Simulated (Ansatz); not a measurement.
**Sensitivity of the G0W0 gap of Bi2Te2PbS2 (R-3m)**

A base run on Bi2Te2PbS2 (R-3m), then changed inputs.

Method: G0W0 on PBE, plane waves, PAW, in Ansatz 0.2.0.

### 1. Starting point

Symmetry: R-3m, No. 166, trigonal system. The conventional cell has a = 4.270 Å, b = 4.270 Å, c = 40.413 Å, α = 90.00°, β = 90.00°, γ = 120.00°. Bi has 3 S at 3.02 Å and 3 Te at 3.04 Å nearest. Te has 3 Bi at 3.04 Å nearest. Nearest to Pb lie 6 S at 2.99 Å. Nearest to S lie 3 Pb at 2.99 Å and 3 Bi at 3.02 Å. Farther neighbours and most contacts between anions are not listed.

As a file:

```cif
data_structure
_symmetry_space_group_name_H-M 'P 1'
_symmetry_Int_Tables_number 1
_cell_length_a 13.6947
_cell_length_b 13.6947
_cell_length_c 13.6947
_cell_angle_alpha 17.938
_cell_angle_beta 17.938
_cell_angle_gamma 17.938
_cell_volume 212.72
loop_
_atom_site_label
_atom_site_type_symbol
_atom_site_fract_x
_atom_site_fract_y
_atom_site_fract_z
_atom_site_occupancy
Bi1 Bi 0.58139 0.58139 0.58139 1
Bi2 Bi 0.41861 0.41861 0.41861 1
Te3 Te 0.87066 0.87066 0.87066 1
Te4 Te 0.12934 0.12934 0.12934 1
Pb5 Pb 0.00000 0.00000 0.00000 1
S6 S 0.29134 0.29134 0.29134 1
S7 S 0.70866 0.70866 0.70866 1
```

The cell and positions come from the Crystallography Open Database and are kept as given unless a step says otherwise. Spin-orbit coupling is left out unless a step names it. The default PAW set here is soft_2. Its files were made with PBE.

### 2. The base run: 4×4×4 mesh, 1265 empty bands, screening to 190 eV, plasmon pole

Now the one-shot GW correction: screening in the RPA, then the self-energy of the levels asked for.

File input.yaml:

```yaml
crystal:
  lattice:
    - [2.13505, 1.2326716922, 13.4709566667]
    - [-2.13505, 1.2326716922, 13.4709566667]
    - [0.0, -2.4653433845, 13.4709566667]
  atoms:
    - { symbol: Bi, position: [0.58139, 0.58139, 0.58139] }
    - { symbol: Bi, position: [0.41861, 0.41861, 0.41861] }
    - { symbol: Te, position: [0.87066, 0.87066, 0.87066] }
    - { symbol: Te, position: [0.12934, 0.12934, 0.12934] }
    - { symbol: Pb, position: [0.0, 0.0, 0.0] }
    - { symbol: S, position: [0.29134, 0.29134, 0.29134] }
    - { symbol: S, position: [0.70866, 0.70866, 0.70866] }
kpoints:
  mp_grid: { grid: [4, 4, 4] }
hamiltonian:
  xc: pbe
scf:
  occupations: { method: fixed }
gw:
  n_empty_bands: 1265
  ecut_chi: 190.0
  qp_bands: [v2, c2]
  qp_kpoints: band_edges
  screening: { model: godby_needs }
```

On the command line:

```sh
> ansatz run input.yaml --threads 3 --pin off --max-ram 64512MiB --backend cuda --events-out ev --progress --plain --runs-dir out --devices 1 --max-vram 24GiB  # rebuilt from the run's record
```

Numbers of over 12 decimals in the logs are rounded to 6 here.

What it wrote:

```text
GPUs: using 1 of 1 available (devices: 1).
Engine: ansatz 0.2.0, x86_64-unknown-linux-gnu
Pseudopotentials: kind: paw
Pseudopotential: Bi, paw, valence charge 15, recommended cutoff 420 eV (normal), Bi.paw.azcp
Pseudopotential: Te, paw, valence charge 16, recommended cutoff 420 eV (normal), Te.paw.azcp
Pseudopotential: Pb, paw, valence charge 14, recommended cutoff 420 eV (normal), Pb.paw.azcp
Pseudopotential: S, paw, valence charge 6, recommended cutoff 420 eV (normal), S.paw.azcp
Functional definition: PBE
  parameter kappa = 0.804
  parameter beta = 0.066725
  exchange = pbe_x(kappa = kappa, mu = beta*pi^2/3)
  correlation = pbe_c(beta = beta)
device memory: the entry about to start is reckoned to put 5.3 GiB on a device that reports 58.9 GiB free (of which the cap on the GPU budget leaves the run 24.0 GiB)
GPU FFT provider: cuFFT
GPU libraries: cuBLAS 13.8.2, cuFFT 12.4.0, cuSOLVER 12.3.4
Crystal: 7 atoms, lattice volume = 212.718 Å³
Basis set: ecut = 420 eV, 4143 PW (Γ)
Bands: 53, of which v1, the nominal top of the filled ones, is band 44 counted from 1 (43 counted from 0)
Symmetry: 12 space group operations
Space group: R-3m (ITA 166), of the structure as read, at distance tolerance 6.0e-5 Å
k-points: 13 of 64
Non-local potential: Bi, projectors of the file, l = 0: 2, l = 1: 2, l = 2: 2, l = 3: 2
Non-local potential: Te, projectors of the file, l = 0: 2, l = 1: 2, l = 2: 2, l = 3: 2
Non-local potential: Pb, projectors of the file, l = 0: 2, l = 1: 2, l = 2: 2, l = 3: 2
Non-local potential: S, projectors of the file, l = 0: 2, l = 1: 2, l = 2: 2
PAW form: soft (Blöchl's): semilocal exchange-correlation on the pseudo side does not see the compensation charge
PAW one-centre angular grid: Bi, 590 points (default); XC on 64 Gauss nodes
PAW one-centre angular grid: Te, 590 points (default); XC on 64 Gauss nodes
PAW one-centre angular grid: Pb, 590 points (default); XC on 64 Gauss nodes
PAW one-centre angular grid: S, 110 points (default); XC on 64 Gauss nodes
Initial density: superposition of atomic densities (neutral atoms: chi_scale 0, normalization atom), corrected by the library's trained network
Initial wavefunctions: pseudopotential atomic-orbital guess
GPU buffer pool allocated for 884736 grid points (all kernels)
GPU transforms: local potential and band sums: pruned to the plane-wave sphere, on 96×96×96
Functional: x = pbe(κ = 0.804, μ = 0.219515), c = pbe(β = 0.066725)
SCF iter   1: F=—  HF=-52466.098427 eV  |F-HF|=—  |Δ(HF+E_count)|=         —  Δρ=9.81e-4  dr2=2.97e-3  ethr=1.77e-3  ⟨swp⟩=5.0  Hψ=2333  notcnv=0  defer=76
preconditioner: auto → Resta (q_TF=auto, 2.355 Å⁻¹)  ε∞=3.7  [insulator: Δε(μ)=0.336 eV  Ē_g=10.652 eV  n_scr=52 (ndim 8)  ℏωp=17.6 eV  f_vac=0.012  ε∞_Penn≈3.7]
[...]
E_xc         = -967.043450
  E_vxc        = -804.534599  (∫ρ·V_xc dr)
  E_paw        = -42253.731375  (= ΣΔE_a)
  E_vpaw       = -1671.841830  (= ΣTr[D̂ρ^β])
  E_aug_tail   = -0.001191  (compensation charges beyond the density's cutoff)
  E_ewald      = -7611.923501
  E_smearing   = -0.000000  (= −TS)
  E_closure    = 0.000000  (closes the sum)
  Σ components = -52466.096199   (vs F -52466.096199, Δ=0.00e0)
--- Band table (eV; the first three rows and the last of 13) ---
  k-point 0: bands = [... 40 lower, 7.4981, 7.5014, 7.5014, 7.9400, 9.1862, 9.6653, 9.9658, 9.9658, ... 5 higher]
  k-point 1: bands = [... 40 lower, 7.0159, 7.2164, 7.5140, 7.8173, 9.6791, 10.0164, 10.3787, 10.9024, ... 5 higher]
  k-point 2: bands = [... 40 lower, 6.8253, 6.8974, 6.9635, 7.5587, 9.7100, 10.2135, 10.4193, 10.7101, ... 5 higher]
  k-point 12: bands = [... 40 lower, 7.3281, 7.5599, 7.5599, 8.3728, 8.7087, 9.7526, 9.7526, 9.9091, ... 5 higher]
--- G₀W₀: ω_p = 23.8834 eV, 64 q-points, 1265 empty bands' worth ---
  eigenvalues of the whole cell's RPA ε∞ on this k-mesh (on a slab, of 1 + 4πα/V) = 20.1088, 20.1088, 30.3673; static W/v taken at q = 0 is 0.112574
  GN-PPA: 32013206/102415567 pairs with Re ω̃² < 0 across q-mesh
  bands read: the sum over 1309 bands ends inside a degenerate multiplet in 2 slots, whose members it reads at an even weight; the widest, k=0: bands 1309 to 1310 (counted from 1) at 1/2 each
  gw.qp_kpoints: band_edges: 9 of 13 stored k-points solved, in 1 pass; an edge of the gap read off the rows below is read off those points alone
    valence top: of the k-points left out ik 3 came nearest to being solved in a further pass, in band 44 (counted from 1, as in the quasiparticle table): it holds the edge there only if its correction is more favourable than any solved in that band by at least 0.625 eV; those differ by 0.038 eV
    conduction bottom: of the k-points left out ik 9 came nearest to being solved in a further pass, in band 45 (counted from 1, as in the quasiparticle table): it holds the edge there only if its correction is more favourable than any solved in that band by at least 0.803 eV; those differ by 0.063 eV
    ik  band        ε_KS         Σx   Σc(E_QP)       V_xc       Z   E_QP_lin       E_QP  E_QP is
     0    43      7.5014   -15.5850     1.0473   -13.9552  0.7814     6.9169     6.9188  root
     0    44      7.9400   -14.0479     0.0736   -13.4987  0.7886     7.4637     7.4644  root
     0    45      9.1862   -10.1383    -3.0202   -12.9959  0.7913     9.0237     9.0236  root
     0    46      9.6653   -10.0577    -3.4372   -13.4082  0.7904     9.5786     9.5785  root
     1    43      7.5140   -15.6078     0.8917   -14.2128  0.7775     7.0095     7.0108  root
     1    44      7.8173   -15.6903     0.6840   -14.5399  0.7781     7.3501     7.3510  root
     1    45      9.6791   -10.1060    -3.2793   -13.2711  0.7913     9.5650     9.5649  root
     1    46     10.0164    -9.7123    -3.4513   -13.0491  0.7916     9.9019     9.9018  root
[...]
12    43      7.5599   -15.7774     1.0789   -14.1180  0.7797     6.9777     6.9793  root
    12    44      8.3728   -15.1568    -0.1218   -14.8212  0.7847     7.9148     7.9154  root
    12    45      8.7087    -9.4929    -2.8103   -12.1520  0.7983     8.5576     8.5575  root
    12    46      9.7526    -9.5522    -3.3943   -12.8445  0.7943     9.6506     9.6506  root
[key lines of the parts left out:]
SCF converged after 7 iterations
Free energy (F): -52466.096199 eV
Fermi energy:    8.372773 eV
```

Run time: 8.3 min. Hardware: 1 × NVIDIA H100 80GB HBM3 (shared by 3 runs) with 3 threads of AMD EPYC 7R13 (Zen 3), shared host; peak memory 12 GiB; 20 min of CPU time.

In the SCF lines HF is the Harris–Foulkes energy and dr2 the Hartree energy of the density residual, in eV; the loop may stop once dr2 is under the threshold and the program's other checks hold. Hψ counts applications of the Hamiltonian.

This step gave:

```
bands summed                                 : 1309
plasmon-pole fit frequency                   : 23.88 eV
RPA ε∞ on this mesh (eigenvalues)            : 20.11, 20.11, 30.37
plane waves in the screening matrix          : 1273
q-points in the mesh                         : 64
G0W0 gap on the mesh                         : 0.6420 eV
k of the valence top                         : -0.5, -0.5, -0.5
k of the conduction bottom                   : -0.5, -0.5, -0.5
starting gap on the mesh                     : 0.3359 eV
Z at the valence top                         : 0.7847
Z at the conduction bottom                   : 0.7983
least direct G0W0 gap on the computed points : 0.6420 eV
```

The gap on the mesh goes from 0.34 eV to 0.64 eV, a correction of +0.31 eV. Between the two edge states, bare exchange in place of the xc potential would open the gap by 2.99 eV, and correlation takes back 2.69 eV.

### 3. Variant: plasmon pole at a typed frequency

input.yaml, as its differences from that of step 2:

```diff
@@ -20,4 +20,4 @@
 gw:
-  n_empty_bands: 1265
-  ecut_chi: 190.0
+  n_empty_bands: 483
+  ecut_chi: 100
   qp_bands: [v2, c2]
@@ -25 +25,2 @@
   screening: { model: godby_needs }
+  plasmon_pole_fit_frequency: 40
```

What it wrote:

```text
GPUs: using 1 of 1 available (devices: 1).
[...]
GPU FFT provider: cuFFT
GPU libraries: cuBLAS 13.8.2, cuFFT 12.4.0, cuSOLVER 12.3.4
Crystal: 7 atoms, lattice volume = 212.718 Å³
Basis set: ecut = 420 eV, 4143 PW (Γ)
Bands: 53, of which v1, the nominal top of the filled ones, is band 44 counted from 1 (43 counted from 0)
Symmetry: 12 space group operations
[...]
k-points: 13 of 64
[...]
GPU buffer pool allocated for 884736 grid points (all kernels)
[...]
SCF iter   1: F=—  HF=-52466.098427 eV  |F-HF|=—  |Δ(HF+E_count)|=         —  Δρ=9.81e-4  dr2=2.97e-3  ethr=1.77e-3  ⟨swp⟩=5.0  Hψ=2333  notcnv=0  defer=76
[...]
SCF iter   7: F=-52466.096199 eV  HF=-52466.096199 eV  |F-HF|=6.40e-9  |Δ(HF+E_count)|=   4.93e-7  Δρ=3.46e-6  dr2=3.17e-8  ethr=1.14e-10  ⟨swp⟩=11.4  Hψ=3060  notcnv=0
SCF 1 converged in 7 iterations: F = -52466.096199 eV  dr2 = 3.17e-8
[...]
NSCF: frozen V_eff on 13 k-points
[...]
G₀W₀ screening: q 1/13
[... further progress lines ...]
[...]
SCF converged after 7 iterations
Free energy (F): -52466.096199 eV
[...]
Internal energy: -52466.096199 eV  (E = F + TS)
E sigma→0 (E₀):  -52466.096199 eV
Fermi energy:    8.372773 eV
[...]
--- Band table (eV; the first three rows and the last of 13) ---
  k-point 0: bands = [... 40 lower, 7.4981, 7.5014, 7.5014, 7.9400, 9.1862, 9.6653, 9.9658, 9.9658, ... 5 higher]
  k-point 1: bands = [... 40 lower, 7.0159, 7.2164, 7.5140, 7.8173, 9.6791, 10.0164, 10.3787, 10.9024, ... 5 higher]
  k-point 2: bands = [... 40 lower, 6.8253, 6.8974, 6.9635, 7.5587, 9.7100, 10.2135, 10.4193, 10.7101, ... 5 higher]
  k-point 12: bands = [... 40 lower, 7.3281, 7.5599, 7.5599, 8.3728, 8.7087, 9.7526, 9.7526, 9.9091, ... 5 higher]
--- G₀W₀: ω_p = 40.0000 eV, 64 q-points, 483 empty bands' worth ---
[...]
GN-PPA: 7285088/14894679 pairs with Re ω̃² < 0 across q-mesh
[...]
0    43      7.5014   -15.5850     1.1173   -13.9552  0.7998     6.9877     6.9888  root
     0    44      7.9400   -14.0479     0.1655   -13.4987  0.8060     7.5559     7.5563  root
     0    45      9.1862   -10.1383    -2.9352   -12.9959  0.8086     9.1086     9.1086  root
     0    46      9.6653   -10.0577    -3.3335   -13.4082  0.8074     9.6823     9.6823  root
     1    43      7.5140   -15.6078     1.0023   -14.2128  0.7970     7.1207     7.1213  root
     1    44      7.8173   -15.6903     0.7980   -14.5399  0.7978     7.4645     7.4649  root
     1    45      9.6791   -10.1060    -3.1754   -13.2711  0.8080     9.6689     9.6689  root
     1    46     10.0164    -9.7123    -3.3563   -13.0491  0.8083     9.9968     9.9968  root
[...]
12    43      7.5599   -15.7774     1.1530   -14.1180  0.7987     7.0523     7.0534  root
    12    44      8.3728   -15.1568     0.0131   -14.8212  0.8037     8.0501     8.0504  root
    12    45      8.7087    -9.4929    -2.7420   -12.1520  0.8135     8.6258     8.6257  root
    12    46      9.7526    -9.5522    -3.3151   -12.8445  0.8108     9.7298     9.7298  root
```

The job ended after 2.7 min (1 × NVIDIA H100 80GB HBM3 (shared by 3 runs) with 3 threads; peak memory 3.8 GiB).

The G0W0 gap on the mesh is 0.575 eV.

Against the base:

| setting | base | variant |
| --- | --- | --- |
| empty bands | 1265 | 483 |
| screening cutoff (eV) | 190.0 | 100 |
| plasmon pole fit frequency | - | 40 |

| quantity | variant | base |
| --- | --- | --- |
| starting gap on the mesh | 0.336 | 0.336 |
| G0W0 gap on the mesh | 0.575 | 0.642 |
| least direct G0W0 gap on the computed points | 0.575 | 0.642 |
| Z at the valence top | 0.804 | 0.785 |
| Z at the conduction bottom | 0.814 | 0.798 |

### 4. Outcome

| Quantity | Value |
| --- | --- |
| base | 0.64 eV, 8.3 min |
| plasmon pole at a typed frequency | 0.58 eV, 2.7 min |

In words: Plasmon pole at a typed frequency: the gap moves by −0.07 eV and the time by a factor of 0.33. The variant differs from the base in empty bands, screening cutoff and plasmon pole fit frequency together, so the change can't be laid to one of them. All runs here use a coarse mesh and modest cutoffs; they test settings and are not final values. The many-body steps are scalar-relativistic: spin-orbit coupling is not in them.

[Paths, hosts, dates, memory and timing lines, banners, echoed tables and standing remarks are left out of the program output.]

[Logs are printed without paths, hosts, clocks, repeated set-up lines and the standing remarks that a program may print on its own settings, such as how far it seeks lower states.]

[Runs of the session that timed out or met a known fault of the program may be left out.]

[Cells called generated may have been cut or substituted from an entry of the Crystallography Open Database or the Materials Project.]

[Hosts, paths, dates, database ids (printed as entryN), source tags and the programs' standing remarks are cut or masked in the printed files.]
